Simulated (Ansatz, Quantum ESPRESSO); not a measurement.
## Mode couplings of W (Im-3m) in a second program

What λ does ph.x give for W (Im-3m), and how does it hang on the broadening?

Main program and level: Ansatz 0.2.0 and Quantum ESPRESSO 7.5; DFT PBE, scalar-relativistic, plane waves, PAW; PAW set soft_1, in the first sound run; inputs show where later runs differ.

This is a report of a sequence of runs, with most program output left out.

### Step 1. The structure

Symmetry: Im-3m, No. 229, cubic system. Conventional cell: a = 3.165 Å, b = 3.165 Å, c = 3.165 Å, α = 90.00°, β = 90.00°, γ = 90.00°. Nearest to W lie 8 W at 2.74 Å.

### Step 2. Relaxation

Lattice constant and positions set the bands and the force constants, so the cell is relaxed first.

File input.yaml:

```yaml
crystal:
  lattice:
    - [-1.582345, 1.582345, 1.582345]
    - [1.582345, -1.582345, 1.582345]
    - [1.582345, 1.582345, -1.582345]
  atoms:
    - { symbol: W, position: [0.0, 0.0, 0.0] }
kpoints:
  mp_grid: { grid: [14, 14, 14] }
hamiltonian:
  xc: pbe
  pseudopotentials: { kind: paw, azcp: { folder: soft_1 } }
scf:
  occupations: { method: gaussian, width: 0.1 }
output:
  forces: true
  stress: true
  eigenvalues: true
relax:
  adjacent_minimum: "off"
  f_tol: 0.005
  max_steps: 80
  cell: { stress_tol: 0.05 }
```

Command:

```bash
$ ansatz run input.yaml --threads 4 --pin off --max-ram 12288MiB --backend cpu --events-out ev --progress --plain --runs-dir out
```

Wall time 1.4 s (4 threads of Intel Xeon Platinum 8559C (Emerald Rapids), shared host); peak memory 0.35 GiB; 4.3 s of CPU time.

The steps of the relaxation:

| step | energy less that of the first step (eV) | largest force component (eV/Å) | pressure (GPa) | volume (Å³) |
| --- | --- | --- | --- | --- |
| 1 | 0.0000 | 0.0000 | 6.12 | 15.85 |
| 2 | 0.0346 | 0.0000 | -14.17 | 17.02 |
| 3 | -0.0056 | 0.0000 | -0.46 | 16.18 |
| 4 | -0.0057 | 0.0000 | -0.01 | 16.16 |
| 5 | -0.0059 | 0.0000 | -0.01 | 16.16 |

The log counts 1 steps on a newly chosen plane-wave basis, not all of them marked here; energy and pressure can jump at such steps. Relaxation step 2 was tried and not accepted.

| conventional cell, symmetrised | before | after | change |
| --- | --- | --- | --- |
| a (Å) | 3.165 | 3.185 | +0.7 % |
| b (Å) | 3.165 | 3.185 | +0.7 % |
| c (Å) | 3.165 | 3.185 | +0.7 % |
| volume (Å³/atom) | 15.85 | 16.16 | +2.0 % |

The relaxed structure:

```xyz
1
Lattice="-1.5927 1.5927 1.5927 1.5927 -1.5927 1.5927 1.5927 1.5927 -1.5927" Properties=species:S:1:pos:R:3 pbc="T T T"
W     0.0000    0.0000    0.0000
```

Numbers from this step:

| Quantity | Value |
| --- | --- |
| pressure | -0.009884 GPa |
| volume per atom | 16.16 Å³/atom |
| metallic on mesh | yes |
| gap on the k-mesh | 0 eV |

The largest force is now zero by symmetry and the largest stress component 0.0099 GPa.

### Step 3. Ground state with pw.x

ph.x needs a tightly converged ground state on the same k mesh; the cell is that of the step before.

This step: DFT PBE, scalar-relativistic, plane waves, GBRV ultrasoft pseudopotentials (Quantum ESPRESSO 7.5).

File pw.in:

```
&CONTROL
  calculation = 'scf'
  prefix      = 'x'
  outdir      = './tmp'
  pseudo_dir  = './pseudo'
  tprnfor     = .true.
  tstress     = .true.
/
&SYSTEM
  ibrav       = 0
  nat         = 1
  ntyp        = 1
  ecutwfc     = 45.0
  ecutrho     = 360.0
  occupations = 'smearing'
  smearing    = 'fd'
  degauss     = 0.00734986
  nbnd        = 14
/
&ELECTRONS
  conv_thr    = 1.0d-11
  mixing_beta = 0.5
/
ATOMIC_SPECIES
 W     183.8400  W.upf
CELL_PARAMETERS angstrom
    -1.592665629    1.592665629    1.592665629
     1.592665629   -1.592665629    1.592665629
     1.592665629    1.592665629   -1.592665629
ATOMIC_POSITIONS crystal
 W      0.000000000   0.000000000   0.000000000
K_POINTS automatic
 12 12 12 0 0 0
```

Command:

```bash
$ OMP_NUM_THREADS=1 mpirun -n 4 pw.x -nk 4 -in pw.in > pw.x.log
```

Elapsed: 4 s, on 4 MPI ranks.

Numbers from this step:

```
pressure : -2.097 GPa
```

With these potentials, mesh and smearing the cell is at -2.1 GPa, so it is not at its own rest, or the cutoff leaves a Pulay stress.

### Step 4. Second program, linear response: Fermi–Dirac smearing of 0.1 eV

ph.x gives each mode's frequency and linewidth; λ of a mode follows from Gaussian double-delta sums over the k mesh, here at four widths.

File ph.in:

```
phonons and couplings
&INPUTPH
  prefix          = 'x'
  outdir          = './tmp'
  tr2_ph          = 1.0d-15
  fildyn          = 'x.dyn'
  fildvscf        = 'dvscf'
  ldisp           = .true.
  nq1             = 3
  nq2             = 3
  nq3             = 3
  electron_phonon = 'simple'
  el_ph_ngauss    = 0
  el_ph_sigma     = 0.00734986
  el_ph_nsigma    = 4
  alpha_mix(1)    = 0.5
  amass(1)        = 183.84
/
```

Command:

```bash
$ OMP_NUM_THREADS=1 mpirun -n 4 ph.x -nk 4 -in ph.in > ph.x.log
```

Run time: 3.1 min. Hardware: 4 MPI ranks; 13 min of CPU time.

This step gave:

```yaml
highest_frequency_solved_or_plainly_interpolated: 210.6 cm⁻¹
omega_log_against_width: 20.29, 20.23, 19.89, 19.63 meV, at widths 0.1 to 0.4 eV
```

As ph.x prints them, no sum rule imposed; at the zone centre the sum is no linewidth. Double-delta sums:

| q1 | q2 | q3 | star | mode | omega (meV) | lambda_q, sigma 0.1 eV | lambda_q, sigma 0.2 eV | lambda_q, sigma 0.3 eV | lambda_q, sigma 0.4 eV | half width at sigma 0.2 (meV) |
| --- | --- | --- | --- | --- | --- | --- | --- | --- | --- | --- |
| 0 | 0 | 0 | 1 | 1 | 0.1729 | 0 | 0 | 0 | 0 | 0 |
| 0 | 0 | 0 | 1 | 2 | 0.1729 | 0 | 0 | 0 | 0 | 0 |
| 0 | 0 | 0 | 1 | 3 | 0.1729 | 0 | 0 | 0 | 0 | 0 |
| 0 | 0 | 0.3333 | 12 | 1 | 15.22 | 0.0253 | 0.0317 | 0.0423 | 0.0523 | 0.005666 |
| 0 | 0 | 0.3333 | 12 | 2 | 15.26 | 0.0049 | 0.0226 | 0.0429 | 0.0585 | 0.004053 |
| 0 | 0 | 0.3333 | 12 | 3 | 23.43 | 0.4581 | 0.2745 | 0.1787 | 0.1358 | 0.1162 |
| 0 | 0.3333 | 0.3333 | 8 | 1 | 20.13 | 0 | 0.003 | 0.0149 | 0.0318 | 9.10e-4 |
| 0 | 0.3333 | 0.3333 | 8 | 2 | 23.23 | 0 | 0.0119 | 0.0275 | 0.0362 | 0.004963 |
| 0 | 0.3333 | 0.3333 | 8 | 3 | 23.23 | 0 | 0.0119 | 0.0275 | 0.0362 | 0.004963 |
| 0.3333 | 0.3333 | -0.3333 | 6 | 1 | 18.25 | 1.04 | 0.5691 | 0.434 | 0.3955 | 0.1462 |
| 0.3333 | 0.3333 | -0.3333 | 6 | 2 | 18.25 | 1.04 | 0.5691 | 0.434 | 0.3955 | 0.1462 |
| 0.3333 | 0.3333 | -0.3333 | 6 | 3 | 26.11 | 0.4194 | 0.2478 | 0.1838 | 0.1716 | 0.1303 |

Mean over the q mesh without its centre; few wavevectors enter, so none of the widths can be taken as converged. Coupling constant λ, lambda against Gaussian width:

| Gaussian width (eV) | coupling constant λ, lambda |
| --- | --- |
| 0.100 | 0.802 |
| 0.200 | 0.480 |
| 0.300 | 0.386 |
| 0.400 | 0.368 |

λ runs from 0.802 at 0.1 eV to 0.368 at 0.4 eV.

### Step 5. Matrix elements on the k mesh: PseudoDojo files, cutoff 1006.82 eV, Fermi–Dirac smearing of 0.1 eV

The exported deformation potentials allow the same Gaussian double-delta sums that other programs print.

This step: DFT PBE, scalar-relativistic, plane waves, PseudoDojo norm-conserving pseudopotentials (Ansatz 0.2.0).

File input.yaml:

```yaml
crystal:
  lattice:
    - [-1.5926656295, 1.5926656295, 1.5926656295]
    - [1.5926656295, -1.5926656295, 1.5926656295]
    - [1.5926656295, 1.5926656295, -1.5926656295]
  atoms:
    - { symbol: W, position: [0.0, 0.0, 0.0] }
kpoints:
  mp_grid: { grid: [10, 10, 10] }
hamiltonian:
  xc: pbe
  pseudopotentials: { kind: nc, accuracy: standard }
scf:
  occupations: { method: fermi_dirac, width: 0.1 }
  n_extra_bands: 10
output:
  eigenvalues: true
basis:
  ecutwfc: 1006.821
phonons:
  method: dfpt
  qmesh: [2, 2, 2]
  temperatures: { t_max: 1000, t_step: 50 }
  qpath:
    path:
      - [[0.0, 0.0, 0.0], [0.5, -0.5, 0.5], [0.0, 0.0, 0.5], [0.0, 0.0, 0.0], [0.25, 0.25, 0.25], [0.5, -0.5, 0.5]]
      - [[0.25, 0.25, 0.25], [0.0, 0.0, 0.5]]
    npoints: 10
  electron_phonon_deformation_potentials: { window_half_width: 2.5 }
```

Command:

```bash
$ ansatz run input.yaml --threads 4 --pin off --max-ram 12288MiB --backend cpu --events-out ev --progress --plain --runs-dir out
```

It took 6 s on 4 threads; peak memory 1.3 GiB; 20 s of CPU time.

This step gave:

```
zero point energy                                                              : 0.02792 eV/cell
share of imaginary modes in the plain interpolation between solved wavevectors : 0
highest frequency, solved or plainly interpolated                              : 214.4 cm⁻¹
Debye temperature (second moment)                                              : 287 K
```

Allen's double-delta sum on the run's k mesh, delta = exp(-(x/sigma)^2)/(sigma sqrt(pi)); at the zone centre the sum is no linewidth. Double-delta sums:

| q1 | q2 | q3 | star | mode | omega (meV) | lambda_q, sigma 0.05 eV | lambda_q, sigma 0.1 eV | lambda_q, sigma 0.2 eV | lambda_q, sigma 0.3 eV | lambda_q, sigma 0.4 eV | half width at sigma 0.2 (meV) | <D²> at sigma 0.2 ((eV/Å)²) | nesting at sigma 0.2 (1/eV²) |
| --- | --- | --- | --- | --- | --- | --- | --- | --- | --- | --- | --- | --- | --- |
| 0 | 0 | -0.5 | 6 | 1 | 15.85 | 1.62e-11 | 5.78e-4 | 0.2299 | 0.4953 | 0.5279 | 0.05076 | 7.685 | 0.09246 |
| 0 | 0 | -0.5 | 6 | 2 | 17.21 | 8.41e-5 | 0.001931 | 0.008848 | 0.01377 | 0.01857 | 0.002305 | 0.3489 | 0.09246 |
| 0 | 0 | -0.5 | 6 | 3 | 26.59 | 1.35e-4 | 0.003186 | 0.01809 | 0.05119 | 0.06161 | 0.01125 | 1.703 | 0.09246 |
| -0.5 | -0.5 | -0.5 | 1 | 1 | 20.47 | 4.57e-9 | 0.005951 | 0.2815 | 0.5151 | 0.5743 | 0.1037 | 23.79 | 0.06103 |
| -0.5 | -0.5 | -0.5 | 1 | 2 | 20.47 | 4.57e-9 | 0.005951 | 0.2815 | 0.5151 | 0.5743 | 0.1037 | 23.79 | 0.06103 |
| -0.5 | -0.5 | -0.5 | 1 | 3 | 20.47 | 4.57e-9 | 0.005951 | 0.2815 | 0.5151 | 0.5743 | 0.1037 | 23.79 | 0.06103 |

Mean over the q mesh without its centre; few wavevectors enter, so none of the widths can be taken as converged. Coupling constant λ, lambda against Gaussian width:

| Gaussian width (eV) | coupling constant λ, lambda |
| --- | --- |
| 0.050 | 1.9e-4 |
| 0.100 | 0.00743 |
| 0.200 | 0.341 |
| 0.300 | 0.701 |
| 0.400 | 0.767 |

Among the solved wavevectors the lowest mode, translations apart, is 128 cm⁻¹, so these are real on this k mesh.

### Step 6. Second program, ground state

This step: DFT PBE, scalar-relativistic, plane waves, PseudoDojo 0.4.1 norm-conserving pseudopotentials (Quantum ESPRESSO 7.5).

pw.in, as its differences from that of step 3:

```diff
@@ -12,4 +12,4 @@
   ntyp        = 1
-  ecutwfc     = 45.0
-  ecutrho     = 360.0
+  ecutwfc     = 74.0
+  ecutrho     = 296.0
   occupations = 'smearing'
@@ -32,2 +32,2 @@
 K_POINTS automatic
- 12 12 12 0 0 0
+ 10 10 10 0 0 0
```

Command:

```bash
$ OMP_NUM_THREADS=1 mpirun -n 4 pw.x -nk 4 -in pw.in > pw.x.log
```

It took 3.2 s on 4 MPI ranks; 12 s of CPU time.

This step gave:

```yaml
pressure: -0.154 GPa
```

With these potentials, mesh and smearing the cell is at -0.15 GPa.

### Step 7. Phonons and couplings with ph.x: Fermi–Dirac smearing of 0.1 eV

ph.in, as its differences from that of step 4:

```diff
@@ -8,5 +8,5 @@
   ldisp           = .true.
-  nq1             = 3
-  nq2             = 3
-  nq3             = 3
+  nq1             = 2
+  nq2             = 2
+  nq3             = 2
   electron_phonon = 'simple'
```

Command:

```bash
$ OMP_NUM_THREADS=1 mpirun -n 4 ph.x -nk 4 -in ph.in > ph.x.log
```

It took 58 s on 4 MPI ranks.

This step gave:

```
omega log against width : 21.33, 17.8, 17.77, 17.86 meV, at widths 0.1 to 0.4 eV
```

As ph.x prints them, no sum rule imposed; at the zone centre the sum is no linewidth. Double-delta sums:

| q1 | q2 | q3 | star | mode | omega (meV) | lambda_q, sigma 0.1 eV | lambda_q, sigma 0.2 eV | lambda_q, sigma 0.3 eV | lambda_q, sigma 0.4 eV | half width at sigma 0.2 (meV) |
| --- | --- | --- | --- | --- | --- | --- | --- | --- | --- | --- |
| 0 | 0 | 0 | 1 | 1 | 0.03915 | 0 | 0 | 0 | 0 | 0 |
| 0 | 0 | 0 | 1 | 2 | 0.03915 | 0 | 0 | 0 | 0 | 0 |
| 0 | 0 | 0 | 1 | 3 | 0.03915 | 0 | 0 | 0 | 0 | 0 |
| 0 | 0 | -0.5 | 6 | 1 | 15.84 | 6.00e-4 | 0.2299 | 0.4954 | 0.528 | 0.05074 |
| 0 | 0 | -0.5 | 6 | 2 | 17.21 | 0.0019 | 0.0088 | 0.0138 | 0.0186 | 0.002316 |
| 0 | 0 | -0.5 | 6 | 3 | 26.59 | 0.0032 | 0.0181 | 0.0512 | 0.0616 | 0.01125 |
| -0.5 | -0.5 | -0.5 | 1 | 1 | 20.48 | 0.0059 | 0.2814 | 0.515 | 0.5743 | 0.1037 |
| -0.5 | -0.5 | -0.5 | 1 | 2 | 20.48 | 0.0059 | 0.2814 | 0.515 | 0.5743 | 0.1037 |
| -0.5 | -0.5 | -0.5 | 1 | 3 | 20.48 | 0.0059 | 0.2814 | 0.515 | 0.5743 | 0.1037 |

Mean over the q mesh without its centre; few wavevectors enter, so none of the widths can be taken as converged. The coupling constant λ, lambda by Gaussian width:

| Gaussian width (eV) | coupling constant λ, lambda |
| --- | --- |
| 0.100 | 0.00741 |
| 0.200 | 0.341 |
| 0.300 | 0.701 |
| 0.400 | 0.767 |

λ runs from 0.00741 at 0.1 eV to 0.767 at 0.4 eV.

### Step 8. Outcome

```json
{
 "phonon run of the rows without a label of their own": "PBE, q 2×2×2, k 10×10×10",
 "coupling λ by Gaussian sums at 0.2 eV, Quantum ESPRESSO, GBRV, cutoff 612 eV, q 3×3×3, k 12×12×12": "0.480",
 "coupling λ by Gaussian sums at 0.2 eV, Ansatz, PseudoDojo, cutoff 1007 eV, q 2×2×2, k 10×10×10": "0.341",
 "coupling λ by Gaussian sums at 0.2 eV, Quantum ESPRESSO, PseudoDojo, cutoff 1007 eV, q 2×2×2, k 10×10×10": "0.341"
}
```

In words: Under gradient-corrected functionals ph.x can misplace modes where the density is low; no frozen-phonon run checks these frequencies. With the same potentials, cutoff and meshes the two programs' mean λ differ by at most 0.23 % over the four widths. In the last run that gave them, λ from the Gaussian sums still varies by a factor of 104 between widths of 0.1 and 0.4 eV; these sums hold few wavevectors and leave out the zone centre. Spin–orbit coupling, left out here, matters for W.

[Logs are printed without paths, hosts, clocks, repeated set-up lines and the standing remarks that a program may print on its own settings, such as how far it seeks lower states.]

[Hosts, paths, dates, database ids (printed as entryN), source tags and the programs' standing remarks are cut or masked in the printed files.]
